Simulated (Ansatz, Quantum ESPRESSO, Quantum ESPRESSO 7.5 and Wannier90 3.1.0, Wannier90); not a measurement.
## Ballistic channels from Wannier functions: zigzag Rh chain, bond 2.30 Å, width 1.6 Å

How many channels does the wire offer, and does a small Wannier basis get them right? The wire: zigzag Rh chain, bond 2.30 Å, width 1.6 Å.

Program: Quantum ESPRESSO 7.5 and Wannier90 3.1.0. Level of theory: plane-wave DFT, LDA, GBRV ultrasoft pseudopotentials (cross-check by Ansatz 0.2.0 with PAW datasets). Results are calculated unless marked as measured.

**1. Starting point**

The cell holds 2 atoms: 2 Rh. Cell: a = 9.000 Å, b = 8.000 Å, c = 3.305 Å, α = 90.0°, β = 90.0°, γ = 90.0°. Vacuum lies along a and b. The structure's axis is c.

**2. Self-consistent run**

Input file scf.in:

```
&control
  prefix = 'scf'
  outdir = './out'
  pseudo_dir = './pseudo'
  calculation = 'scf'
  tprnfor = .true.
/
&system
  ibrav = 0
  nat = 2
  ntyp = 1
  ecutwfc = 34
  ecutrho = 170
  occupations = 'smearing'
  smearing = 'mv'
  degauss = 0.005
/
&electrons
  conv_thr = 1e-07
  mixing_beta = 0.4
  electron_maxstep = 120
  mixing_mode = 'local-TF'
/
ATOMIC_SPECIES
  Rh  102.9055  rh_lda_v1.4.uspp.F.UPF
CELL_PARAMETERS angstrom
  9.00000000000000 0.00000000000000 0.00000000000000
  0.00000000000000 8.00000000000000 0.00000000000000
  0.00000000000000 0.00000000000000 3.30454232837166
ATOMIC_POSITIONS crystal
  Rh  -0.088888888900 0.000000000000 0.000000000000
  Rh  0.088888888900 0.000000000000 0.500000000000
K_POINTS automatic
  1 1 20 0 0 0
```

Launch:

```console
$ OMP_NUM_THREADS=1 mpirun -n 2 pw.x -nk 1 -in scf.in > scf.out
```

The log of the run:

```text
Program PWSCF v.7.5 starts
[citation notice left out]

     Parallel version (MPI & OpenMP), running on       2 processor cores
     Number of MPI processes:                 2
     Threads/MPI process:                     1

     MPI processes distributed on     1 nodes
[...]
Current dimensions of program PWSCF are:
     Max number of different atomic species (ntypx) = 10
     Max number of k-points (npk) =  40000
     Max angular momentum in pseudopotentials (lmaxx) =  4
     Message from routine setup:
     using ibrav=0 with symmetry is DISCOURAGED, use correct ibrav instead

     R & G space division:  proc/nbgrp/npool/nimage =       2
     Subspace diagonalization in iterative solution of the eigenvalue problem:
     a serial algorithm will be used

     Parallelization info
     --------------------
     sticks:   dense  smooth     PW     G-vecs:    dense   smooth      PW
     Min        1744    1393    408                29976    21530    3448
     Max        1745    1394    409                29977    21531    3449
     Sum        3489    2787    817                59953    43061    6897

     Using Slab Decomposition

     bravais-lattice index     =            0
     lattice parameter (alat)  =      17.0075  a.u.
     unit-cell volume          =    1605.6113 (a.u.)^3
     number of atoms/cell      =            2
     number of atomic types    =            1
     number of electrons       =        30.00
     number of Kohn-Sham states=           19
     kinetic-energy cutoff     =      34.0000  Ry
     charge density cutoff     =     170.0000  Ry
     scf convergence threshold =      1.0E-07
     mixing beta               =       0.4000
     number of iterations used =            8  local-TF  mixing
     Exchange-correlation=  SLA  PZ   NOGX NOGC
                           (   1   1   0   0   0   0   0)

     celldm(1)=  17.007535  celldm(2)=   0.000000  celldm(3)=   0.000000
     celldm(4)=   0.000000  celldm(5)=   0.000000  celldm(6)=   0.000000

     crystal axes: (cart. coord. in units of alat)
               a(1) = (   1.000000   0.000000   0.000000 )
               a(2) = (   0.000000   0.888889   0.000000 )
               a(3) = (   0.000000   0.000000   0.367171 )

     reciprocal axes: (cart. coord. in units 2 pi/alat)
               b(1) = (  1.000000  0.000000  0.000000 )
               b(2) = (  0.000000  1.125000  0.000000 )
               b(3) = (  0.000000  0.000000  2.723524 )

     PseudoPot. # 1 for Rh read from file:
     ./pseudo/rh_lda_v1.4.uspp.F.UPF
     Pseudo is Ultrasoft + core correction, Zval = 15.0
     Generated by new atomic code, or converted to UPF format
     Using radial grid of  969 points,  7 beta functions with:
                l(1) =   0
                l(2) =   0
                l(3) =   1
                l(4) =   1
                l(5) =   2
                l(6) =   2
                l(7) =   2
     Q(r) pseudized with  8 coefficients,  rinner =    1.200   1.200   1.200
                                                       1.200   1.200

     atomic species   valence    mass     pseudopotential
     Rh               15.00   102.90550     Rh( 1.00)

      8 Sym. Ops., with inversion, found ( 4 have fractional translation)

   Cartesian axes

     site n.     atom                  positions (alat units)
         1        Rh     tau(   1) = (  -0.0888889   0.0000000   0.0000000  )
         2        Rh     tau(   2) = (   0.0888889   0.0000000   0.1835857  )

     number of k points=    11  Marzari-Vanderbilt smearing, width (Ry)=  0.0050
                       cart. coord. in units 2pi/alat
        k(    1) = (   0.0000000   0.0000000   0.0000000), wk =   0.1000000
        k(    2) = (   0.0000000   0.0000000   0.1361762), wk =   0.2000000
        k(    3) = (   0.0000000   0.0000000   0.2723524), wk =   0.2000000
        k(    4) = (   0.0000000   0.0000000   0.4085286), wk =   0.2000000
        k(    5) = (   0.0000000   0.0000000   0.5447048), wk =   0.2000000
        k(    6) = (   0.0000000   0.0000000   0.6808810), wk =   0.2000000
        k(    7) = (   0.0000000   0.0000000   0.8170572), wk =   0.2000000
        k(    8) = (   0.0000000   0.0000000   0.9532334), wk =   0.2000000
        k(    9) = (   0.0000000   0.0000000   1.0894096), wk =   0.2000000
        k(   10) = (   0.0000000   0.0000000   1.2255858), wk =   0.2000000
        k(   11) = (   0.0000000   0.0000000  -1.3617619), wk =   0.1000000

     Dense  grid:    59953 G-vectors     FFT dimensions: (  72,  64,  30)

     Smooth grid:    43061 G-vectors     FFT dimensions: (  64,  60,  24)

     Estimated max dynamical RAM per process >     164.95 MB

     Estimated total dynamical RAM >     329.91 MB

     Initial potential from superposition of free atoms

     starting charge      28.9999, renormalised to      30.0000

     negative rho (up, down):  1.055E-01 0.000E+00
     Starting wfcs are   24 randomized atomic wfcs

     total cpu time spent up to now is        0.7 secs

     per-process dynamical memory:    32.8 Mb

     Self-consistent Calculation

     iteration #  1     ecut=    34.00 Ry     beta= 0.40
     Davidson diagonalization with overlap
     ethr =  1.00E-02,  avg # of iterations =  2.0

     negative rho (up, down):  1.291E-01 0.000E+00

     total cpu time spent up to now is        2.0 secs

     total energy              =    -342.05832030 Ry
     estimated scf accuracy    <       1.71182510 Ry

     iteration #  2     ecut=    34.00 Ry     beta= 0.40
[...]
negative rho (up, down):  1.354E-01 0.000E+00

[...]
total energy              =    -342.02623602 Ry
     estimated scf accuracy    <       0.33231305 Ry

     iteration #  3     ecut=    34.00 Ry     beta= 0.40
[...]
negative rho (up, down):  1.293E-01 0.000E+00

[...]
total energy              =    -342.07533254 Ry
     estimated scf accuracy    <       0.01552303 Ry

     iteration #  4     ecut=    34.00 Ry     beta= 0.40
[...]
negative rho (up, down):  1.171E-01 0.000E+00

[...]
total energy              =    -342.07547898 Ry
     estimated scf accuracy    <       0.00600203 Ry

     iteration #  5     ecut=    34.00 Ry     beta= 0.40
[...]
negative rho (up, down):  1.149E-01 0.000E+00

[...]
total energy              =    -342.07596925 Ry
     estimated scf accuracy    <       0.00830640 Ry

     iteration #  6     ecut=    34.00 Ry     beta= 0.40
[...]
negative rho (up, down):  1.074E-01 0.000E+00

[...]
total energy              =    -342.07531800 Ry
     estimated scf accuracy    <       0.00159395 Ry

     iteration #  7     ecut=    34.00 Ry     beta= 0.40
[...]
negative rho (up, down):  1.032E-01 0.000E+00

[...]
total energy              =    -342.07501034 Ry
     estimated scf accuracy    <       0.00316234 Ry

     iteration #  8     ecut=    34.00 Ry     beta= 0.40
[...]
negative rho (up, down):  1.030E-01 0.000E+00

[...]
total energy              =    -342.07569763 Ry
     estimated scf accuracy    <       0.00137311 Ry

     iteration #  9     ecut=    34.00 Ry     beta= 0.40
[...]
negative rho (up, down):  1.024E-01 0.000E+00

[...]
total energy              =    -342.07566184 Ry
     estimated scf accuracy    <       0.00036716 Ry

     iteration # 10     ecut=    34.00 Ry     beta= 0.40
[...]
negative rho (up, down):  1.023E-01 0.000E+00

[...]
total energy              =    -342.07568513 Ry
     estimated scf accuracy    <       0.00001223 Ry

     iteration # 11     ecut=    34.00 Ry     beta= 0.40
[...]
negative rho (up, down):  1.023E-01 0.000E+00

[...]
total energy              =    -342.07568693 Ry
     estimated scf accuracy    <       0.00000136 Ry

     iteration # 12     ecut=    34.00 Ry     beta= 0.40
[...]
negative rho (up, down):  1.023E-01 0.000E+00

[...]
total energy              =    -342.07568731 Ry
     estimated scf accuracy    <       0.00000248 Ry

     iteration # 13     ecut=    34.00 Ry     beta= 0.40
[...]
negative rho (up, down):  1.023E-01 0.000E+00

[...]
total energy              =    -342.07568668 Ry
     estimated scf accuracy    <       0.00000325 Ry

     iteration # 14     ecut=    34.00 Ry     beta= 0.40
[...]
negative rho (up, down):  1.023E-01 0.000E+00

[...]
End of self-consistent calculation

          k = 0.0000 0.0000 0.0000 (  5373 PWs)   bands (ev):

   -48.3798 -48.2767 -47.6244 -47.5769 -47.3199 -47.1262  -6.4323  -5.8615
    -5.5876  -4.1321  -3.8131  -3.3212  -2.5187  -1.9326  -1.8114  -1.8018
    -0.8360  -0.8163   0.7158

          k = 0.0000 0.0000 0.1362 (  5363 PWs)   bands (ev):

   -48.3821 -48.2802 -47.6221 -47.5744 -47.3182 -47.1274  -6.3975  -5.8554
    -5.5478  -4.1434  -3.8554  -3.3034  -2.4773  -1.9303  -1.8225  -1.8174
    -0.8880  -0.7953   0.7847

          k = 0.0000 0.0000 0.2724 (  5353 PWs)   bands (ev):

   -48.3896 -48.2899 -47.6159 -47.5678 -47.3143 -47.1300  -6.2977  -5.8316
    -5.4316  -4.1761  -3.9658  -3.2488  -2.3738  -1.9244  -1.8789  -1.8413
    -1.0824  -0.6727   0.9800

          k = 0.0000 0.0000 0.4085 (  5337 PWs)   bands (ev):

   -48.4006 -48.3051 -47.6048 -47.5580 -47.3081 -47.1357  -6.1408  -5.7802
    -5.2509  -4.2318  -4.1119  -3.1551  -2.2420  -1.9416  -1.9249  -1.8841
    -1.3538  -0.4668   1.2775

          k = 0.0000 0.0000 0.5447 (  5337 PWs)   bands (ev):

   -48.4138 -48.3253 -47.5912 -47.5467 -47.2998 -47.1431  -5.9565  -5.6754
    -5.0297  -4.3079  -4.2663  -3.0176  -2.1101  -1.9910  -1.9574  -1.9353
    -1.6485  -0.1796   1.6540

          k = 0.0000 0.0000 0.6809 (  5354 PWs)   bands (ev):

   -48.4269 -48.3481 -47.5771 -47.5354 -47.2898 -47.1527  -5.7993  -5.4635
    -4.8102  -4.4121  -4.3981  -2.8329  -2.0996  -2.0151  -1.9947  -1.9606
    -1.8763   0.1834   2.0929

[...]
the Fermi energy is    -1.8959 ev

!    total energy              =    -342.07568699 Ry
     estimated scf accuracy    <       0.00000002 Ry
     smearing contrib. (-TS)   =      -0.00050806 Ry
     internal energy E=F+TS    =    -342.07517893 Ry

     The total energy is F=E-TS. E is the sum of the following terms:
     one-electron contribution =    -532.54474321 Ry
     hartree contribution      =     268.70630276 Ry
     xc contribution           =     -59.16924412 Ry
     ewald contribution        =     -19.06749437 Ry

     convergence has been achieved in  14 iterations

     negative rho (up, down):  1.023E-01 0.000E+00

     Forces acting on atoms (cartesian axes, Ry/au):

     atom    1 type  1   force =     0.03350948    0.00000000    0.00000000
     atom    2 type  1   force =    -0.03350948    0.00000000    0.00000000

     Total force =     0.047390     Total SCF correction =     0.000322

[...]
=------------------------------------------------------------------------------=
   JOB DONE.
=------------------------------------------------------------------------------=
```

Elapsed: 17 s, on 2 MPI ranks of Arm Neoverse V1, shared host; peak memory 0.41 GiB.

This step gave:

- free energy: -4654.1768 eV
- Fermi energy: -1.896 eV

The program's own clock; routines nest. Time by routine:

```tsv
routine	wall time (s)	calls
PWSCF	16.84	1
electrons	15.83	1
c_bands	8	14
cegterg	7.49	154
h_psi	6.16	430
fftw	5.91	16184
vloc_psi	5.36	430
sum_band	3.91	14
newd	2.38	15
mix_rho	1.62	14
ffts	0.86	1628
init_run	0.63	1
calbec	0.6	628
h_psi:calbec	0.39	430
```

The run needed 14 iterations to bring the estimated error under 1e-07 Ry; the largest force on any atom, held or free, is 0.86 eV/Å.

**3. Full uniform mesh without symmetry**

Wannier90 needs the states on a whole uniform mesh, listed point by point, without symmetry.

Input file nscf.in:

```
&control
  prefix = 'nscf'
  outdir = './out'
  pseudo_dir = './pseudo'
  calculation = 'nscf'
/
&system
  ibrav = 0
  nat = 2
  ntyp = 1
  ecutwfc = 34
  ecutrho = 170
  occupations = 'smearing'
  smearing = 'mv'
  degauss = 0.005
  nosym = .true.
  noinv = .true.
  nbnd = 39
/
&electrons
  conv_thr = 1e-09
  mixing_beta = 0.4
  electron_maxstep = 120
  mixing_mode = 'local-TF'
  diago_full_acc = .true.
/
ATOMIC_SPECIES
  Rh  102.9055  rh_lda_v1.4.uspp.F.UPF
CELL_PARAMETERS angstrom
  9.00000000000000 0.00000000000000 0.00000000000000
  0.00000000000000 8.00000000000000 0.00000000000000
  0.00000000000000 0.00000000000000 3.30454232837166
ATOMIC_POSITIONS crystal
  Rh  -0.088888888900 0.000000000000 0.000000000000
  Rh  0.088888888900 0.000000000000 0.500000000000
K_POINTS crystal
10
  0.0000000000 0.0000000000 0.0000000000 0.1
  0.0000000000 0.0000000000 0.1000000000 0.1
  0.0000000000 0.0000000000 0.2000000000 0.1
  0.0000000000 0.0000000000 0.3000000000 0.1
  0.0000000000 0.0000000000 0.4000000000 0.1
  0.0000000000 0.0000000000 0.5000000000 0.1
  0.0000000000 0.0000000000 0.6000000000 0.1
  0.0000000000 0.0000000000 0.7000000000 0.1
  0.0000000000 0.0000000000 0.8000000000 0.1
  0.0000000000 0.0000000000 0.9000000000 0.1
```

Launch:

```console
$ cp -r out/scf.save out/nscf.save
$ cp out/scf.xml out/nscf.xml
$ OMP_NUM_THREADS=1 mpirun -n 2 pw.x -nk 1 -in nscf.in > nscf.out
```

The log of the run:

```text
[banner, memory and clock lines left out]
Program PWSCF v.7.5 starts
[citation notice left out]

[...]
bravais-lattice index     =            0
     lattice parameter (alat)  =      17.0075  a.u.
     unit-cell volume          =    1605.6113 (a.u.)^3
     number of atoms/cell      =            2
     number of atomic types    =            1
     number of electrons       =        30.00
     number of Kohn-Sham states=           39
     kinetic-energy cutoff     =      34.0000  Ry
     charge density cutoff     =     170.0000  Ry
     Exchange-correlation=  SLA  PZ   NOGX NOGC
                           (   1   1   0   0   0   0   0)

[...]
PseudoPot. # 1 for Rh read from file:
     ./pseudo/rh_lda_v1.4.uspp.F.UPF
     Pseudo is Ultrasoft + core correction, Zval = 15.0
     Generated by new atomic code, or converted to UPF format
     Using radial grid of  969 points,  7 beta functions with:
                l(1) =   0
                l(2) =   0
                l(3) =   1
                l(4) =   1
                l(5) =   2
                l(6) =   2
                l(7) =   2
     Q(r) pseudized with  8 coefficients,  rinner =    1.200   1.200   1.200
                                                       1.200   1.200

     atomic species   valence    mass     pseudopotential
     Rh               15.00   102.90550     Rh( 1.00)

     No symmetry found

[...]
number of k points=    10  Marzari-Vanderbilt smearing, width (Ry)=  0.0050
[...]
Dense  grid:    59953 G-vectors     FFT dimensions: (  72,  64,  25)

     Smooth grid:    43061 G-vectors     FFT dimensions: (  64,  60,  24)

     The potential is recalculated from file :
     ./out/nscf.save/charge-density

     negative rho (up, down):  1.068E-01 0.000E+00
     Starting wfcs are   24 randomized atomic wfcs +   15 random wfcs

     Band Structure Calculation
     Davidson diagonalization with overlap

     ethr =  3.33E-12,  avg # of iterations = 58.2

     End of band structure calculation

          k = 0.0000 0.0000 0.0000 (  5373 PWs)   bands (ev):

   -48.3813 -48.2783 -47.6259 -47.5785 -47.3217 -47.1280  -6.4334  -5.8627
    -5.5885  -4.1334  -3.8143  -3.3222  -2.5200  -1.9339  -1.8125  -1.8032
    -0.8365  -0.8176   0.7153   1.7634   3.2563   4.1612   4.8317   4.8695
     5.0592   6.2027   7.3273   8.5761   9.3818   9.9556  10.1123  10.2311
    10.5229  10.7065  11.3721  11.4381  12.0408  12.2926  13.7961

          k = 0.0000 0.0000 0.2724 (  5353 PWs)   bands (ev):

   -48.3910 -48.2915 -47.6174 -47.5694 -47.3161 -47.1318  -6.2987  -5.8328
    -5.4326  -4.1774  -3.9671  -3.2497  -2.3752  -1.9258  -1.8802  -1.8424
    -1.0837  -0.6733   0.9796   1.9341   3.3993   4.2613   4.9650   5.0068
     5.2134   6.3792   7.4511   8.7512   8.7872   9.5145  10.0842  10.3502
    10.6407  10.8289  11.4814  11.5589  11.9088  12.1808  12.4161

[...]
the Fermi energy is    -1.9006 ev
     (compare with:    -1.8959 eV, computed in scf)

[...]
```

Wall time 16 s (2 MPI ranks); peak memory 0.17 GiB.

Numbers from this step:

* Fermi energy: -1.901 eV

The program's own clock; routines nest. Time by routine:

```tsv
routine	wall time (s)	calls
PWSCF	15.78	1
electrons	15.36	1
c_bands	15.36	1
cegterg	14.86	34
h_psi	8.96	626
vloc_psi	7.82	626
fftw	7.13	19130
cdiaghg	0.97	592
h_psi:calbec	0.56	626
calbec	0.56	626
add_vuspsi	0.55	626
s_psi	0.53	626
init_run	0.29	1
newd	0.16	1
```

[end of part 1 of 5]

[Logs are printed without paths, hosts, clocks, repeated set-up lines and the standing remarks that a program may print on its own settings, such as how far it seeks lower states.]

[Hosts, paths, dates, database ids (printed as entryN), source tags and the programs' standing remarks are cut or masked in the printed files.]

[Maps of the electrostatic potential energy from Ansatz leave out the sawtooth potential of an applied field or a dipole correction, so their vacuum need not be flat; planar profiles and work functions include it.]
